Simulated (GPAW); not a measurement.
Consider BaLiF3 (Pm-3m).

```xyz
5
Lattice="3.9886 0.0000 0.0000 0.0000 3.9886 0.0000 0.0000 0.0000 3.9886" Properties=species:S:1:pos:R:3 pbc="T T T"
Ba    0.0000    0.0000    0.0000
F     1.9943    0.0000    1.9943
F     1.9943    1.9943    0.0000
F     0.0000    1.9943    1.9943
Li    1.9943    1.9943    1.9943
```

Absorber: atom 5, with 6 F at 1.99 Å (octahedral, site symmetry m-3m). Method: GPAW, LDA, full core hole (charged cell), 20-atom cell with 6.9 Å between holes, 4×4×4 k points, dipole transitions, Gaussian full width 0.9 eV up to 4 eV, rising linearly to 3.5 eV at 25 eV.

Question: Where do the maxima of the Li K edge fall?

Main maxima up to 24 eV above the zero (height): 2.1 eV (1.82), 4.7 eV (4.47), 6.1 eV (3.00), 13.0 eV (0.78) and 19.0 eV (0.42). A K edge sees empty p states on the absorber. The total-energy difference plus the lowest empty eigenvalue puts the zero at 59.24 eV. One term is added: -3.34 eV, since the hole is spin-paired here and a spin-polarised one costs that much less in the free atom (computed apart). The photon energy is then 55.90 eV. The tabulated edge of the element is 54.7 eV. The functional and the charged cell's background leave an error in such absolute values: in the free atom LDA prices this hole 1.0 eV below PBE (computed apart), and PBE is itself good to a few eV.

The Li K spectrum (energy from the lowest empty level; intensity scaled to a mean of 1 over the first 20 eV):

```csv
E (eV),intensity
-2.0,0.00
-1.0,0.00
0.0,0.00
1.0,0.47
2.0,1.79
3.0,1.54
4.0,2.70
5.0,4.02
6.0,2.95
7.0,1.22
8.0,0.30
9.0,0.18
10.0,0.26
11.0,0.39
12.0,0.63
13.0,0.78
14.0,0.62
15.0,0.41
16.0,0.33
17.0,0.32
18.0,0.38
19.0,0.42
20.0,0.39
21.0,0.38
22.0,0.37
23.0,0.33
24.0,0.28
25.0,0.24
26.0,0.23
27.0,0.25
28.0,0.27
29.0,0.29
30.0,0.30
```

The mesh is coarse (0.28 Å⁻¹ between points), so small maxima may be mesh ripples. Lifetime broadening is put in by hand, and intensities beyond about 20 eV depend on it and on the partial waves; weight that the partial waves miss at high energy is lost. The structure is a computed Materials Project entry and may be a hypothetical form.

[Banner, clock and machine lines of the logs are left out without a mark of their own.]

[Logs are printed without paths, hosts, clocks, repeated set-up lines and the standing remarks that a program may print on its own settings, such as how far it seeks lower states.]

[Hosts, paths, dates, database ids (printed as entryN), source tags and the programs' standing remarks are cut or masked in the printed files.]

[Lists of maxima count a maximum above −3 eV only where it reaches 4 % of the highest in the window and stands out from its surroundings by 2 % of it (1.5 % where it reaches 55 %); shoulders and weaker maxima are passed over, and of the rest the first, up to two pre-edge ones and the few strongest are named.]
